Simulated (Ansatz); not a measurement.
# P on Ir(111): change of the work function, part 4 of 4

Wanted: Δφ(θ) for P/Ir(111), starting from the fcc site.

Ansatz 0.2.0; plane-wave DFT, PBE, Ansatz PAW.

So far, work function, upper face (eV): step 2 (the clean slab) 5.49; step 3 (37 atoms, coverage 0.111 ML, cell 3x3) 5.36; step 4 (17 atoms, coverage 0.25 ML, cell 2x2) 5.24.

**5. Adsorbate added, k-mesh 6×6×1, coverage 0.5 ML (continued)**

The density of states has structure finer than the step of the table below, so its rows give means over 0.5 eV. Peaks (eV: height): -3.97: 42.9, -3.34: 43.0, -3.28: 54.7, -3.07: 39.5, -2.95: 35.4, -1.62: 35.5, 0.09: 35.5.

Table of density of states by energy, zero at the Fermi level; means over each step:

energy (eV), density of states (states/eV a cell) and a bar from the least value:
```
     -7.5        8.4 
     -7.0       14.4 #########
     -6.5       18.8 ################
     -6.0       17.6 ##############
     -5.5       15.6 ###########
     -5.0       17.4 ##############
     -4.5       19.8 #################
     -4.0       24.5 ########################
     -3.5       28.1 ##############################
     -3.0       26.2 ###########################
     -2.5       16.5 ############
     -2.0       21.0 ###################
     -1.5       20.7 ###################
     -1.0       18.8 ################
     -0.5       18.3 ###############
      0.0       18.9 ################
      0.5       20.5 ##################
      1.0       16.5 ############
      1.5       10.9 ####
```

The relaxation took 6 steps and lowered the energy by 0.89 eV; the largest force on the free atoms ends at 0.0033 eV/Å.

The covered face has 5.02 eV, -0.47 eV against the clean one; the bare back face has moved by -0.01 eV, a measure of how thin the slab is.

**6. The covered slab, k-mesh 12×12×1, coverage 1 ML**

System of this step: PIr4 (P/Ir(111)). The cell holds 5 atoms: 4 Ir and 1 P. Its edges and angles: a = 2.715 Å, b = 2.715 Å, c = 26.652 Å, α = 90.0°, β = 90.0°, γ = 60.0°. Vacuum lies along c.

Another coverage, to see how the dipoles act on each other as their distance changes.

Input file input.yaml:

```yaml
crystal:
  lattice:
    - [2.7152900398, 0.0, 0.0]
    - [1.3576450199, 2.3515101531, 0.0]
    - [0.0, 0.0, 26.6520524233]
  atoms:
    - { symbol: Ir, position: [0.0, 0.0, 0.3376850629] }
    - { symbol: Ir, position: [0.3333333333, 0.3333333333, 0.4208690894] }
    - { symbol: Ir, position: [0.6666666667, 0.6666666667, 0.5039562787] }
    - { symbol: Ir, position: [0.0, 0.0, 0.5866446096] }
    - { symbol: P, position: [0.3333333333, 0.3333333333, 0.6623149371] }
kpoints:
  mp_grid: { grid: [12, 12, 1] }
hamiltonian:
  xc: pbe
scf:
  occupations: { method: fermi_dirac, width: 0.1 }
  convergence: { dr2_threshold: 1.0e-08 }
efield:
  axis: 3
  dipole_correction: true
  ramp_position: 0.97
  ramp_width: 0.06
relax:
  f_tol: 0.02
  max_steps: 60
  constraints: [{ sites: [0, 1] }]
output:
  write_potential: true
  write_density: true
  volumetric_format: npy
```

Launch:

```bash
$ ansatz run input.yaml --threads 4 --pin off --max-ram 16384MiB --backend cpu --events-out ev --progress --plain --runs-dir out
```

The program printed:

```text
[...]
Crystal: 5 atoms, lattice volume = 170.174 Å³
Basis set: ecut = 420 eV, 3347 PW (Γ), exchange–correlation on 40×40×360 points (8 copies of the dense FFT grid, shifted against one another)
Bands: 44, of which v1, the nominal top of the filled ones, is band 37 counted from 1 (36 counted from 0)
Symmetry: 6 space group operations
[...]
F+E_penalty+E_count = -48495.80044278 eV   max|allowed force component| = 1.291e-3 eV/Å
  atoms:
    - { symbol: Ir, position: [-1.480297e-17, -1.480297e-17, 0.3376850629] }
    - { symbol: Ir, position: [0.333333, 0.333333, 0.420869] }
    - { symbol: Ir, position: [0.666667, 0.666667, 0.503610] }
    - { symbol: Ir, position: [-7.914469e-18, -1.480297e-17, 0.592119] }
    - { symbol: P, position: [0.333333, 0.333333, 0.661729] }
[key lines of the parts left out:]
SCF converged after 6 iterations
Free energy (F): -48495.800443 eV
Fermi energy:    6.556480 eV
Dipole field:    D = 0.030024 V/Å  (p = 0.028236 e·Å, saw-weighted, corrected)
Work function:   Φ+ = 4.6817 eV   Φ− = 5.4819 eV
```

Wall time 17 s (4 threads of Arm Neoverse V2, shared host); peak memory 0.5 GiB.

The steps of the relaxation:

| step | energy less that of the first step (eV) | largest force component (eV/Å) |
| --- | --- | --- |
| 1 | 0.0000 | 1.8645 |
| 2 | -0.1237 | 0.6427 |
| 3 | -0.1102 | 1.0282 |
| 4 | -0.1521 | 0.0376 |
| 5 | -0.1525 | 0.0252 |
| 6 | -0.1525 | 0.0013 |

Relaxation step 3 was tried and not accepted.

Forces are held to the 6 operations that the program found; a distortion that breaks them can't arise in this run.

The atoms that moved most (Å):

| atom | dx | dy | dz | length |
| --- | --- | --- | --- | --- |
| Ir4 | 0.000 | 0.000 | 0.146 | 0.146 |
| P5 | 0.000 | 0.000 | -0.016 | 0.016 |
| Ir3 | 0.000 | 0.000 | -0.009 | 0.009 |

The relaxed structure:

```cif
data_structure
_symmetry_space_group_name_H-M 'P 1'
_symmetry_Int_Tables_number 1
_cell_length_a 2.7153
_cell_length_b 2.7153
_cell_length_c 26.6521
_cell_angle_alpha 90.000
_cell_angle_beta 90.000
_cell_angle_gamma 60.000
_cell_volume 170.17
loop_
_atom_site_label
_atom_site_type_symbol
_atom_site_fract_x
_atom_site_fract_y
_atom_site_fract_z
_atom_site_occupancy
Ir1 Ir 0.00000 0.00000 0.33769 1
Ir2 Ir 0.33333 0.33333 0.42087 1
Ir3 Ir 0.66667 0.66667 0.50361 1
Ir4 Ir 0.00000 0.00000 0.59212 1
P5 P 0.33333 0.33333 0.66173 1
```

The relaxation took 6 steps and lowered the energy by 0.15 eV; the largest force on the free atoms ends at 0.0013 eV/Å.

The covered face has 4.68 eV, -0.80 eV against the clean one; the bare back face has moved by -0.01 eV, a measure of how thin the slab is.

**7. Work function against coverage**

This step: plane-wave DFT, PBE, Ansatz PAW; work function against coverage (Ansatz 0.2.0).

The runs are now put side by side.

This step gave:

```yaml
work_function_of_the_clean_face: 5.486 eV
largest_change_of_the_work_function: -0.8047 eV
```

The work function of the covered face by coverage:

| coverage (adsorbates/nm²) | work function of the covered face (eV) |
| --- | --- |
| 0.00 | 5.49 |
| 1.74 | 5.36 |
| 3.92 | 5.24 |
| 7.83 | 5.02 |
| 15.66 | 4.68 |

The dipole per adsorbate comes from the change of the cell's dipole. Coverage, by row:

| coverage (1/nm²) | coverage (ML) | work function (eV) | change (eV) | dipole per adsorbate, positive end outwards (debye) | mean height of the added atoms over the highest substrate atom (Å) |
| --- | --- | --- | --- | --- | --- |
| 1.74 | 0.1111 | 5.36 | -0.1262 | 0.194 | 1.67 |
| 3.915 | 0.25 | 5.239 | -0.247 | 0.181 | 1.687 |
| 7.831 | 0.5 | 5.021 | -0.4655 | 0.156 | 1.7 |
| 15.66 | 1 | 4.682 | -0.8047 | 0.134 | 1.855 |

**8. Summary of results**

- work function of the clean face: 5.49 eV
- work function at 0.11 ML: 5.36 eV
- work function at 0.25 ML: 5.24 eV
- work function at 0.5 ML: 5.02 eV
- work function at 1 ML: 4.68 eV
- dipole per adsorbate at 0.11 ML, positive end outwards: 0.19 D

What this shows: At the lowest coverage P changes the work function of Ir(111) by under 0.15 eV, within the error of so thin a slab; the largest change, -0.80 eV, comes at higher coverage. The slab has 4 layers, at the tabulated experimental lattice constant, one starting site was run, and quantum-size effects of a slab this thin can reach one or two tenths of an eV.

[Long decimals in the printed logs are rounded to 6 places.]

[Logs are printed without paths, hosts, clocks, repeated set-up lines and the standing remarks that a program may print on its own settings, such as how far it seeks lower states.]

[Hosts, paths, dates, database ids (printed as entryN), source tags and the programs' standing remarks are cut or masked in the printed files.]

[Maps of the electrostatic potential energy from Ansatz leave out the sawtooth potential of an applied field or a dipole correction, so their vacuum need not be flat; planar profiles and work functions include it.]
